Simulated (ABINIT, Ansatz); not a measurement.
# Lattice dynamics of YbP (Fm-3m) in two programs, part 2 of 4

Aim: the phonon dispersion of YbP (Fm-3m), checked by a second program.

ABINIT 10.8.3; DFT PBEsol, scalar-relativistic, plane waves, PseudoDojo norm-conserving, 4f in core pseudopotentials (the lanthanide files made for PBE).

So far. Step 3 (Ground state): The cell stands at -3.6 GPa: the relaxation ran with a smoothed and higher cutoff, and the difference is a stress of the finite basis. A stress of this size shows a cutoff too low for these files. Step 4 (Linear response at Γ): The acoustic modes at Γ come out as far as 0.9 cm⁻¹ from zero, where they should vanish, a small numerical error. The relaxed cell has a = 5.483 Å (conventional setting).

**6. Linear response at Γ**

The zone centre is solved again, so that all wavevectors share one k mesh.

dfpt_gamma.abi reads:

```

# common to the responses
getwfk_filepath "gso_WFK"
kptopt 2
nqpt 1
qpt 0.0 0.0 0.0
asr 0
chneut 0

# displacements
rfphon 1
rfatpol 1 2
rfdir 1 1 1
tolvrs 1.0d-10
prtwf 0
prtpot 1

# basis, mesh and filling
ecut 19.0
ixc -116133
ngkpt 8 8 8
nshiftk 1
shiftk 0.0 0.0 0.0
istwfk *1
occopt 7
tsmear 0.01
nband 14
nstep 100
diemac 1000000.0
prtebands 0
prtgsr 0

# cell and atoms
acell 3*1.0 Angstrom
rprim 
    0.0 2.741711523 2.741711523
    2.741711523 0.0 2.741711523
    2.741711523 2.741711523 0.0
ntypat 2
znucl 70 15
natom 2
typat 1 2
xred 
    0.5 0.5 0.5
    0.0 0.0 0.0
pp_dirpath "./pseudo"
pseudos "Yb.upf, P.upf"
```

Command:

```sh
$ OMP_NUM_THREADS=1 mpirun -n 8 abinit dfpt_gamma.abi > dfpt_gamma.log
```

Numbers of over 12 decimals in the logs are rounded to 6 here.

dfpt_gamma.abo, the main output file:

```text
[banners, grids, parts of the stress and lines that vanish by symmetry left out]
- input  file    -> dfpt_gamma.abi
- output file    -> dfpt_gamma.abo
- root for input  files -> dfpt_gammai
- root for output files -> dfpt_gammao

 Symmetries : space group Fm -3 m (#225); Bravais cF (face-center cubic)
================================================================================
 Values of the parameters that define the memory need of the present run (RF).
     intxc =       0      iscf =       7    lmnmax =       8     lnmax =       8
     mgfft =      30  mpssoang =       4    mqgrid =    3001     natom =       2
  nloc_mem =       1    nspden =       1   nspinor =       1    nsppol =       1
      nsym =      48    n1xccc =    2501    ntypat =       2    occopt =       7
   xclevel =       2
-    mband =          14        mffmem =           1         mkmem =          33
-   mkqmem =          33        mk1mem =          33           mpw =        1124
      nfft =       27000          nkpt =         260
- my_mband =          14
================================================================================
================================================================================

--------------------------------------------------------------------------------
------------- Echo of variables that govern the present computation ------------
--------------------------------------------------------------------------------
-
- outvars: echo of selected default values
-   iomode0 =  0 , fftalg0 =312 , wfoptalg0 =  0
-
- outvars: echo of global parameters not present in the input file
-  max_nthreads =    1
-
 -outvars: echo values of preprocessed input variables
 [... echo left out ...]
================================================================================

 chkinp: Checking input parameters for consistency.

[...]
== DATASET  1 ==================================================================
-   mpi_nproc: 8, omp_nthreads: 1 (-1 if OMP is not activated)

--- !DatasetInfo
iteration_state: {dtset: 1, }
dimensions: {natom: 2, nkpt: 260, mband: 14, nsppol: 1, nspinor: 1, nspden: 1, mpw: 1124, }
cutoff_energies: {ecut:  19.0, pawecutdg:  -1.0, }
electrons: {nelect:   1.60000000E+01, charge:   0.00000000E+00, occopt:   7.00000000E+00, tsmear:   1.00000000E-02, }
meta: {optdriver: 1, rfphon: 1, }
...

 mkfilename: getwfk from: gso_WFK

 Real(R)+Recip(G) space primitive vectors, cartesian coordinates (Bohr,Bohr^-1):
 R(1)=  0.0000000  5.1810839  5.1810839  G(1)= -0.0965049  0.0965049  0.0965049
 R(2)=  5.1810839  0.0000000  5.1810839  G(2)=  0.0965049 -0.0965049  0.0965049
 R(3)=  5.1810839  5.1810839  0.0000000  G(3)=  0.0965049  0.0965049 -0.0965049
 Unit cell volume ucvol=  2.7815820E+02 bohr^3
 Angles (23,13,12)=  6.00000000E+01  6.00000000E+01  6.00000000E+01 degrees
 setup1 : take into account q-point for computing boxcut.

 getcut: wavevector=  0.0000  0.0000  0.0000  ngfft=  30  30  30
         ecut(hartree)=     19.000   => boxcut(ratio)=   2.08894

--- Pseudopotential description ------------------------------------------------
- pspini: atom type   1  psp file is ./pseudo/Yb.upf

- pspini: atom type   2  psp file is ./pseudo/P.upf

   5.55607115E+02                                ecore*ucvol(ha*bohr**3)
--------------------------------------------------------------------------------

 ==>  initialize data related to q vector <==

 The list of irreducible perturbations for this q vector is:
    1)    idir= 1    ipert=   1
    2)    idir= 1    ipert=   2

[...]
The perturbation idir=   2  ipert=   1 is
 symmetric of a previously calculated perturbation.
 So, its SCF calculation is not needed.

 The perturbation idir=   3  ipert=   1 is
 symmetric of a previously calculated perturbation.
 So, its SCF calculation is not needed.

 The perturbation idir=   2  ipert=   2 is
 symmetric of a previously calculated perturbation.
 So, its SCF calculation is not needed.

 The perturbation idir=   3  ipert=   2 is
 symmetric of a previously calculated perturbation.
 So, its SCF calculation is not needed.

--------------------------------------------------------------------------------
 Perturbation wavevector (in red.coord.)   0.000000  0.000000  0.000000
 Perturbation : displacement of atom   1   along direction   1
 Found     4 symmetries that leave the perturbation invariant.

[...]
dfpt_looppert : total number of electrons, from k and k+q
  fully or partially occupied states are    1.600000E+01 and    1.600000E+01.
 Initialisation of the first-order wave-functions :
  ireadwf=   0

--- !BeginCycle
iteration_state: {dtset: 1, }
solver: {iscf: 7, nstep: 100, nline: 4, wfoptalg: 0, }
tolerances: {tolvrs: 1.00E-10, }
...

     iter   2DEtotal(Ha)        deltaE(Ha) residm    vres2
-ETOT  1   4.135489     -1.321E+03 4.277E+00 4.310E+02
 ETOT  2   3.417804     -7.177E-01 4.252E-02 1.764E+01
 ETOT  3   3.403339     -1.447E-02 7.392E-04 3.050E-01
 ETOT  4   3.403163     -1.768E-04 3.206E-05 2.389E-02
 ETOT  5   3.403151     -1.107E-05 8.981E-07 4.244E-04
[...]
At SCF step    9       vres2   =  1.03E-11 < tolvrs=  1.00E-10 =>converged.
[...]
Mean square residual over all n,k,spin=   68.543E-16; max=  20.132E-13

 Thirteen components of 2nd-order total energy (hartree) are
 1,2,3: 0th-order hamiltonian combined with 1st-order wavefunctions
     kin0=   7.62678227E+02 eigvalue=   1.50744673E+02  local=  -3.88758238E+02
 4,5,6: 1st-order hamiltonian combined with 1st and 0th-order wfs
 loc psp =  -1.90058933E+03  Hartree=   5.02985565E+02     xc=  -1.08054574E+02
 note that "loc psp" includes a xc core correction that could be resolved
 7,8,9: eventually, occupation + non-local contributions
    edocc=   2.62717745E+02     enl0=   1.39331553E+02   enl1=  -7.42700575E+02
 1-9 gives the relaxation energy (to be shifted if some occ is /=2.0)
   erelax=  -1.32164495E+03
 10,11,12 Non-relaxation  contributions : frozen-wavefunctions and Ewald
 fr.local=   8.62857491E+02 fr.nonlo=   3.74524240E+02  Ewald=   4.44662673E+01
 13,14 Frozen wf xc core corrections (1) and (2)
 frxc 1  =  -1.79196113E+02  frxc 2 =   2.22396217E+02
 Resulting in :
 2DEtotal=    0.3403151163E+01 Ha. Also 2DEtotal=    0.926044607547E+02 eV
    (2DErelax=   -1.3216449512E+03 Ha. 2DEnonrelax=    1.3250481023E+03 Ha)
    (  non-var. 2DEtotal :    3.4031515829E+00 Ha)

[...]
Perturbation wavevector (in red.coord.)   0.000000  0.000000  0.000000
 Perturbation : displacement of atom   2   along direction   1
 Found     4 symmetries that leave the perturbation invariant.

--------------------------------------------------------------------------------

--------------------------------------------------------------------------------

 dfpt_looppert : total number of electrons, from k and k+q
  fully or partially occupied states are    1.600000E+01 and    1.600000E+01.
 Initialisation of the first-order wave-functions :
  ireadwf=   0

--- !BeginCycle
iteration_state: {dtset: 1, }
solver: {iscf: 7, nstep: 100, nline: 4, wfoptalg: 0, }
tolerances: {tolvrs: 1.00E-10, }
...

     iter   2DEtotal(Ha)        deltaE(Ha) residm    vres2
-ETOT  1   4.355027     -1.896E+02 1.111E+00 1.422E+03
[...]
ETOT  8   3.400400     -2.188E-12 4.958E-12 1.887E-10
 ETOT  9   3.400400     -7.958E-13 4.112E-13 6.104E-12

 At SCF step    9       vres2   =  6.10E-12 < tolvrs=  1.00E-10 =>converged.
[...]
Mean square residual over all n,k,spin=   15.891E-16; max=  41.115E-14

 Thirteen components of 2nd-order total energy (hartree) are
 1,2,3: 0th-order hamiltonian combined with 1st-order wavefunctions
     kin0=   1.54311550E+02 eigvalue=  -7.24707237E+00  local=  -1.01228093E+02
 4,5,6: 1st-order hamiltonian combined with 1st and 0th-order wfs
 loc psp =  -1.13321990E+02  Hartree=   4.65934805E+01     xc=  -1.62255617E+01
 note that "loc psp" includes a xc core correction that could be resolved
 7,8,9: eventually, occupation + non-local contributions
    edocc=   1.84713690E+01     enl0=   9.58345207E+01   enl1=  -2.67698396E+02
 1-9 gives the relaxation energy (to be shifted if some occ is /=2.0)
   erelax=  -1.90510193E+02
 10,11,12 Non-relaxation  contributions : frozen-wavefunctions and Ewald
 fr.local=   1.35073328E+01 fr.nonlo=   1.40760626E+02  Ewald=   4.44662673E+01
 13,14 Frozen wf xc core corrections (1) and (2)
 frxc 1  =  -1.80431193E+01  frxc 2 =   1.32194860E+01
 Resulting in :
 2DEtotal=    0.3400399642E+01 Ha. Also 2DEtotal=    0.925295880491E+02 eV
    (2DErelax=   -1.9051019280E+02 Ha. 2DEnonrelax=    1.9391059244E+02 Ha)
    (  non-var. 2DEtotal :    3.4003994934E+00 Ha)

[...]
---- first-order wavefunction calculations are completed ----

 ==> Compute Derivative Database <==

 [... matrices left out ...]
  Phonon wavevector (reduced coordinates) :  0.00000  0.00000  0.00000
 Phonon energies in Hartree :
  -2.780388E-06 -2.780388E-06 -2.780387E-06  1.150103E-03  1.150103E-03
   1.150103E-03
 Phonon frequencies in cm-1    :
- -6.102247E-01 -6.102246E-01 -6.102244E-01  2.524184E+02  2.524184E+02
-  2.524184E+02

== END DATASET(S) ==============================================================
================================================================================

 -outvars: echo values of variables after computation
            acell      1.8897261259E+00  1.8897261259E+00  1.8897261259E+00 Bohr
           etotal      3.4003996420E+00
            fcart      0.0000000000E+00  0.0000000000E+00  0.0000000000E+00
           strten      0.0000000000E+00  0.0000000000E+00  0.0000000000E+00
================================================================================
```

Wall time 23 s (8 MPI ranks of Intel Xeon Platinum 8259CL at 2.50GHz (Skylake/Cascade Lake), shared host).

Numbers from this step:

* largest acoustic frequency at the zone centre before the sum rule: -0.61 cm⁻¹
* highest optical zone-centre mode (no LO-TO term): 252.4 cm⁻¹
* lowest optical zone-centre mode: 252.4 cm⁻¹

The acoustic modes at Γ come out as far as 0.6 cm⁻¹ from zero, where they should vanish, a small numerical error.

**7. Phonons on a q mesh**

Linear response treats each wavevector of the 4×4×4 mesh in the unit cell; the first-order potentials are kept for the electron-phonon matrix elements.

dfpt_q.abi reads:

```
ndtset 7

# wavevectors
qpt1 0.25 0.0 0.0
qpt2 0.5 0.0 0.0
qpt3 0.25 0.25 0.0
qpt4 0.5 0.25 0.0
qpt5 -0.25 0.25 0.0
qpt6 0.5 0.5 0.0
qpt7 -0.25 0.5 0.25

# displacements
getwfk_filepath "gso_WFK"
getwfq_filepath "gso_WFK"
kptopt 3
nqpt 1
rfphon 1
rfatpol 1 2
rfdir 1 1 1
tolvrs 1.0d-10
prtwf 0
prtpot 1

# basis, mesh and filling
ecut 19.0
ixc -116133
ngkpt 8 8 8
nshiftk 1
shiftk 0.0 0.0 0.0
istwfk *1
occopt 7
tsmear 0.01
nband 14
nstep 100
diemac 1000000.0
prtebands 0
prtgsr 0

# cell and atoms
acell 3*1.0 Angstrom
rprim 
    0.0 2.741711523 2.741711523
    2.741711523 0.0 2.741711523
    2.741711523 2.741711523 0.0
ntypat 2
znucl 70 15
natom 2
typat 1 2
xred 
    0.5 0.5 0.5
    0.0 0.0 0.0
pp_dirpath "./pseudo"
pseudos "Yb.upf, P.upf"
```

Command:

```sh
$ OMP_NUM_THREADS=1 mpirun -n 8 abinit dfpt_q.abi > dfpt_q.log
```

dfpt_q.abo, the main output file:

```text
[banners, grids, parts of the stress and lines that vanish by symmetry left out]
- input  file    -> dfpt_q.abi
- output file    -> dfpt_q.abo
- root for input  files -> dfpt_qi
[...]
DATASET    1 : space group Fm -3 m (#225); Bravais cF (face-center cubic)
[...]
nfft =       27000          nkpt =         512
[...]
DATASET    2 : space group Fm -3 m (#225); Bravais cF (face-center cubic)
[...]
nfft =       27000          nkpt =         512
[...]
DATASET    3 : space group Fm -3 m (#225); Bravais cF (face-center cubic)
[...]
nfft =       27000          nkpt =         512
[...]
DATASET    4 : space group Fm -3 m (#225); Bravais cF (face-center cubic)
[...]
nfft =       27000          nkpt =         512
[...]
DATASET    5 : space group Fm -3 m (#225); Bravais cF (face-center cubic)
[...]
nfft =       27000          nkpt =         512
[...]
DATASET    6 : space group Fm -3 m (#225); Bravais cF (face-center cubic)
[...]
nfft =       27000          nkpt =         512
[...]
DATASET    7 : space group Fm -3 m (#225); Bravais cF (face-center cubic)
[...]
nfft =       27000          nkpt =         512
[...]
== DATASET  1 ==================================================================
[...]
cutoff_energies: {ecut:  19.0, pawecutdg:  -1.0, }
[...]
Perturbation : displacement of atom   1   along direction   1
[...]
-ETOT  1   6.734246     -1.507E+03 3.841E+00 1.121E+04
 ETOT  2   5.419440     -1.315E+00 7.201E-02 4.124E+01
 ETOT  3   5.397136     -2.230E-02 1.835E-03 3.787E+01
 ETOT  4   5.394625     -2.510E-03 1.410E-04 3.827E+00
 ETOT  5   5.394416     -2.092E-04 4.553E-06 2.347E-01
[...]
At SCF step   11       vres2   =  6.54E-12 < tolvrs=  1.00E-10 =>converged.
[...]
Perturbation : displacement of atom   1   along direction   2
[...]
-ETOT  1   4.186092     -1.328E+03 4.462E+00 3.619E+02
[...]
At SCF step    9       vres2   =  5.28E-11 < tolvrs=  1.00E-10 =>converged.
[...]
Perturbation : displacement of atom   2   along direction   1
[...]
-ETOT  1   16.094947006643     -2.168E+02 1.286E+00 1.776E+05
[...]
At SCF step   11       vres2   =  4.90E-11 < tolvrs=  1.00E-10 =>converged.
[...]
Perturbation : displacement of atom   2   along direction   2
[...]
-ETOT  1   5.046061     -1.903E+02 1.130E+00 1.692E+03
[...]
At SCF step   10       vres2   =  1.38E-11 < tolvrs=  1.00E-10 =>converged.
[...]
Phonon wavevector (reduced coordinates) :  0.25000  0.00000  0.00000
 Phonon energies in Hartree :
[...]
Phonon frequencies in cm-1    :
-  7.414254E+01  7.414254E+01  1.070311E+02  2.603977E+02  2.603977E+02
-  3.105274E+02
[...]
== DATASET  2 ==================================================================
[...]
cutoff_energies: {ecut:  19.0, pawecutdg:  -1.0, }
[...]
Perturbation : displacement of atom   1   along direction   1
[...]
-ETOT  1   7.914273     -1.499E+03 3.283E+00 7.222E+02
[...]
Perturbation : displacement of atom   1   along direction   2
[...]
-ETOT  1   4.289414     -1.334E+03 4.119E+00 2.725E+02
[...]
Perturbation : displacement of atom   2   along direction   1
[...]
-ETOT  1   14.207585204410     -2.174E+02 1.247E+00 4.049E+04
[...]
Perturbation : displacement of atom   2   along direction   2
[...]
-ETOT  1   5.674460     -1.910E+02 1.069E+00 1.897E+03
[...]
Phonon wavevector (reduced coordinates) :  0.50000  0.00000  0.00000
 Phonon energies in Hartree :
[...]
Phonon frequencies in cm-1    :
-  1.029338E+02  1.029338E+02  1.592712E+02  2.681706E+02  2.681706E+02
-  3.231541E+02
[...]
== DATASET  3 ==================================================================
[...]
cutoff_energies: {ecut:  19.0, pawecutdg:  -1.0, }
[...]
Perturbation : displacement of atom   1   along direction   1
[...]
-ETOT  1   5.596650     -1.455E+03 4.153E+00 2.938E+03
[...]
Perturbation : displacement of atom   2   along direction   1
[...]
-ETOT  1   10.785992596979     -2.111E+02 1.180E+00 7.032E+04
[...]
Phonon wavevector (reduced coordinates) :  0.25000  0.25000  0.00000
 Phonon energies in Hartree :
[...]
Phonon frequencies in cm-1    :
-  6.191436E+01  6.191436E+01  1.178311E+02  2.633724E+02  2.633724E+02
-  3.005858E+02
[...]
== DATASET  4 ==================================================================
[...]
cutoff_energies: {ecut:  19.0, pawecutdg:  -1.0, }
[...]
Perturbation : displacement of atom   1   along direction   1
[...]
-ETOT  1   7.495868     -1.474E+03 3.633E+00 4.860E+03
[...]
Perturbation : displacement of atom   1   along direction   2
[...]
-ETOT  1   6.175257     -1.388E+03 3.874E+00 5.497E+03
[...]
Perturbation : displacement of atom   1   along direction   3
[...]
-ETOT  1   4.925696     -1.350E+03 4.425E+00 1.063E+03
[...]
Perturbation : displacement of atom   2   along direction   1
[...]
-ETOT  1   11.099533240536     -2.151E+02 1.356E+00 2.668E+04
[...]
Phonon wavevector (reduced coordinates) :  0.50000  0.25000  0.00000
 Phonon energies in Hartree :
[...]
Phonon frequencies in cm-1    :
-  9.624071E+01  1.041425E+02  1.284093E+02  2.662717E+02  2.831437E+02
-  3.071568E+02
[...]
== DATASET  5 ==================================================================
[...]
cutoff_energies: {ecut:  19.0, pawecutdg:  -1.0, }
[...]
Perturbation : displacement of atom   2   along direction   1
[...]
-ETOT  1   8.790817     -2.037E+02 1.381E+00 1.926E+04
[...]
Perturbation : displacement of atom   2   along direction   3
[...]
-ETOT  1   5.787438     -1.910E+02 1.075E+00 2.017E+03
[...]
Phonon wavevector (reduced coordinates) : -0.25000  0.25000  0.00000
 Phonon energies in Hartree :
[...]
Phonon frequencies in cm-1    :
-  8.314894E+01  1.027228E+02  1.398864E+02  2.708859E+02  2.809719E+02
-  3.118135E+02
[...]
== DATASET  6 ==================================================================
[...]
cutoff_energies: {ecut:  19.0, pawecutdg:  -1.0, }
[...]
Perturbation : displacement of atom   1   along direction   1
[...]
-ETOT  1   7.482495     -1.441E+03 3.569E+00 8.375E+03
[...]
Perturbation : displacement of atom   2   along direction   1
[...]
-ETOT  1   7.507309     -2.118E+02 1.146E+00 9.689E+03
[...]
Phonon wavevector (reduced coordinates) :  0.50000  0.50000  0.00000
 Phonon energies in Hartree :
[...]
Phonon frequencies in cm-1    :
-  8.618346E+01  8.618346E+01  1.073082E+02  2.606871E+02  2.606871E+02
-  2.966841E+02
[...]
== DATASET  7 ==================================================================
[...]
cutoff_energies: {ecut:  19.0, pawecutdg:  -1.0, }
[...]
Perturbation : displacement of atom   1   along direction   1
[...]
-ETOT  1   6.827441     -1.407E+03 4.215E+00 3.624E+03
[...]
Perturbation : displacement of atom   1   along direction   2
[...]
-ETOT  1   7.273290     -1.434E+03 3.334E+00 6.230E+03
[...]
Perturbation : displacement of atom   2   along direction   1
[...]
-ETOT  1   8.355358     -2.039E+02 1.286E+00 9.892E+03
[...]
At SCF step   10       vres2   =  4.99E-11 < tolvrs=  1.00E-10 =>converged.
[...]
Perturbation : displacement of atom   2   along direction   2
[...]
-ETOT  1   7.700484     -2.102E+02 1.209E+00 8.754E+03
[...]
ETOT  8   4.932287     -1.619E-10 2.969E-10 3.869E-09
 ETOT  9   4.932287     -1.620E-12 5.734E-11 7.027E-11
 At SCF step    9       vres2   =  7.03E-11 < tolvrs=  1.00E-10 =>converged.
[...]
Phonon wavevector (reduced coordinates) : -0.25000  0.50000  0.25000
 Phonon energies in Hartree :
[...]
Phonon frequencies in cm-1    :
-  9.831896E+01  9.831896E+01  1.258371E+02  2.872304E+02  2.872304E+02
-  2.949791E+02
[...]
fcart7     0.0000000000E+00  0.0000000000E+00  0.0000000000E+00
       
================================================================================
```

Run time: 21 min. Hardware: 8 MPI ranks; 2.8 h of CPU time.

This step gave:

| Quantity | Value |
| --- | --- |
| lowest mode on the q mesh (acoustic ones at the zone centre apart) | 61.91 cm⁻¹ |

Frequencies (cm⁻¹) before the sum rule at the irreducible wavevectors but Γ, which is solved apart; negative means imaginary. Frequencies by wavevector:

| q (fractions) | star | mode 1 | mode 2 | mode 3 | mode 4 | mode 5 | mode 6 |
| --- | --- | --- | --- | --- | --- | --- | --- |
| 0.25 0 0 | 8 | 74.14 | 74.14 | 107 | 260.4 | 260.4 | 310.5 |
| 0.5 0 0 | 4 | 102.9 | 102.9 | 159.3 | 268.2 | 268.2 | 323.1 |
| 0.25 0.25 0 | 6 | 61.91 | 61.91 | 117.8 | 263.4 | 263.4 | 300.6 |
| 0.5 0.25 0 | 24 | 96.24 | 104.1 | 128.4 | 266.3 | 283.1 | 307.2 |
| -0.25 0.25 0 | 12 | 83.15 | 102.7 | 139.9 | 270.9 | 281 | 311.8 |
| 0.5 0.5 0 | 3 | 86.18 | 86.18 | 107.3 | 260.7 | 260.7 | 296.7 |
| -0.25 0.5 0.25 | 6 | 98.32 | 98.32 | 125.8 | 287.2 | 287.2 | 295 |

(Continued in part 3 of 4.)

[Host names and launcher messages were left out of these logs when they were recorded.]

[Logs are printed without paths, hosts, clocks, repeated set-up lines and the standing remarks that a program may print on its own settings, such as how far it seeks lower states.]

[Hosts, paths, dates, database ids (printed as entryN), source tags and the programs' standing remarks are cut or masked in the printed files.]
